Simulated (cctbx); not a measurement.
**ScPtW across an absorption edge**

Space group P-62m (no. 189), a = 7.0460 Å, b = 7.0460 Å, c = 3.6960 Å, α = 90.00°, β = 90.00°, γ = 120.00°.

```csv
atom,mult.,x,y,z,Ueq (Å²)
Pt1,1,0,0,0,0.0050
Pt2,2,2/3,1/3,1/2,0.0066
W1,3,0.7357,0,1/2,0.0060
Sc1,3,0.4083,0,0,0.0085
```

This is a model crystal, built by substitution and not relaxed, with assumed displacement parameters.

Calculated with cctbx: free-atom f′ and f″ from the Sasaki tables, no fine structure; amplitudes in electrons.

```csv
E (eV),F 0 1 2,F 2 2 0,F 0 0 2,F 0 0 1
9607,29.9,110.3,338.0,186.9
9957,28.5,110.5,331.5,181.1
10087,27.3,111.2,326.5,176.3
10147,26.2,112.0,322.3,172.2
10177,25.1,113.1,318.0,167.9
10192,23.9,114.2,313.8,163.7
10199,22.9,115.2,310.1,159.9
10203,21.9,116.4,306.2,155.8
10211,22.7,111.2,307.1,157.3
10215,23.9,109.7,311.7,162.0
10222,25.0,108.4,315.7,166.1
10237,26.1,107.0,320.0,170.5
10267,27.2,105.6,324.2,174.9
10357,28.6,103.7,329.1,180.2
10607,30.1,100.9,333.3,185.5
```

**Question.** Which edge is crossed, and why do the reflections move as they do?

The L3 edge of W. The edge is at 10207 eV. f′ of W falls from -12.1 e at 10087 eV to -19.0 e at 4 eV below it, and f″ steps from 3.80 to 10.48 e across it. Over that approach |F| changes by -20 % (0 1 2), +5 % (2 2 0), -6 % (0 0 2) and -12 % (0 0 1): a reflection falls where W scatters in phase with the total and rises where it scatters against it; it hardly moves where the W term is small or cancels by symmetry or lies in quadrature to the total. The f″ term interferes with the normal scattering with opposite sign for the two Friedel mates. The largest Friedel difference in the scan is 9.9 % of the mean (2 2 0, at 10237 eV).

[Logs are printed without paths, hosts, clocks, repeated set-up lines and the standing remarks that a program may print on its own settings, such as how far it seeks lower states.]
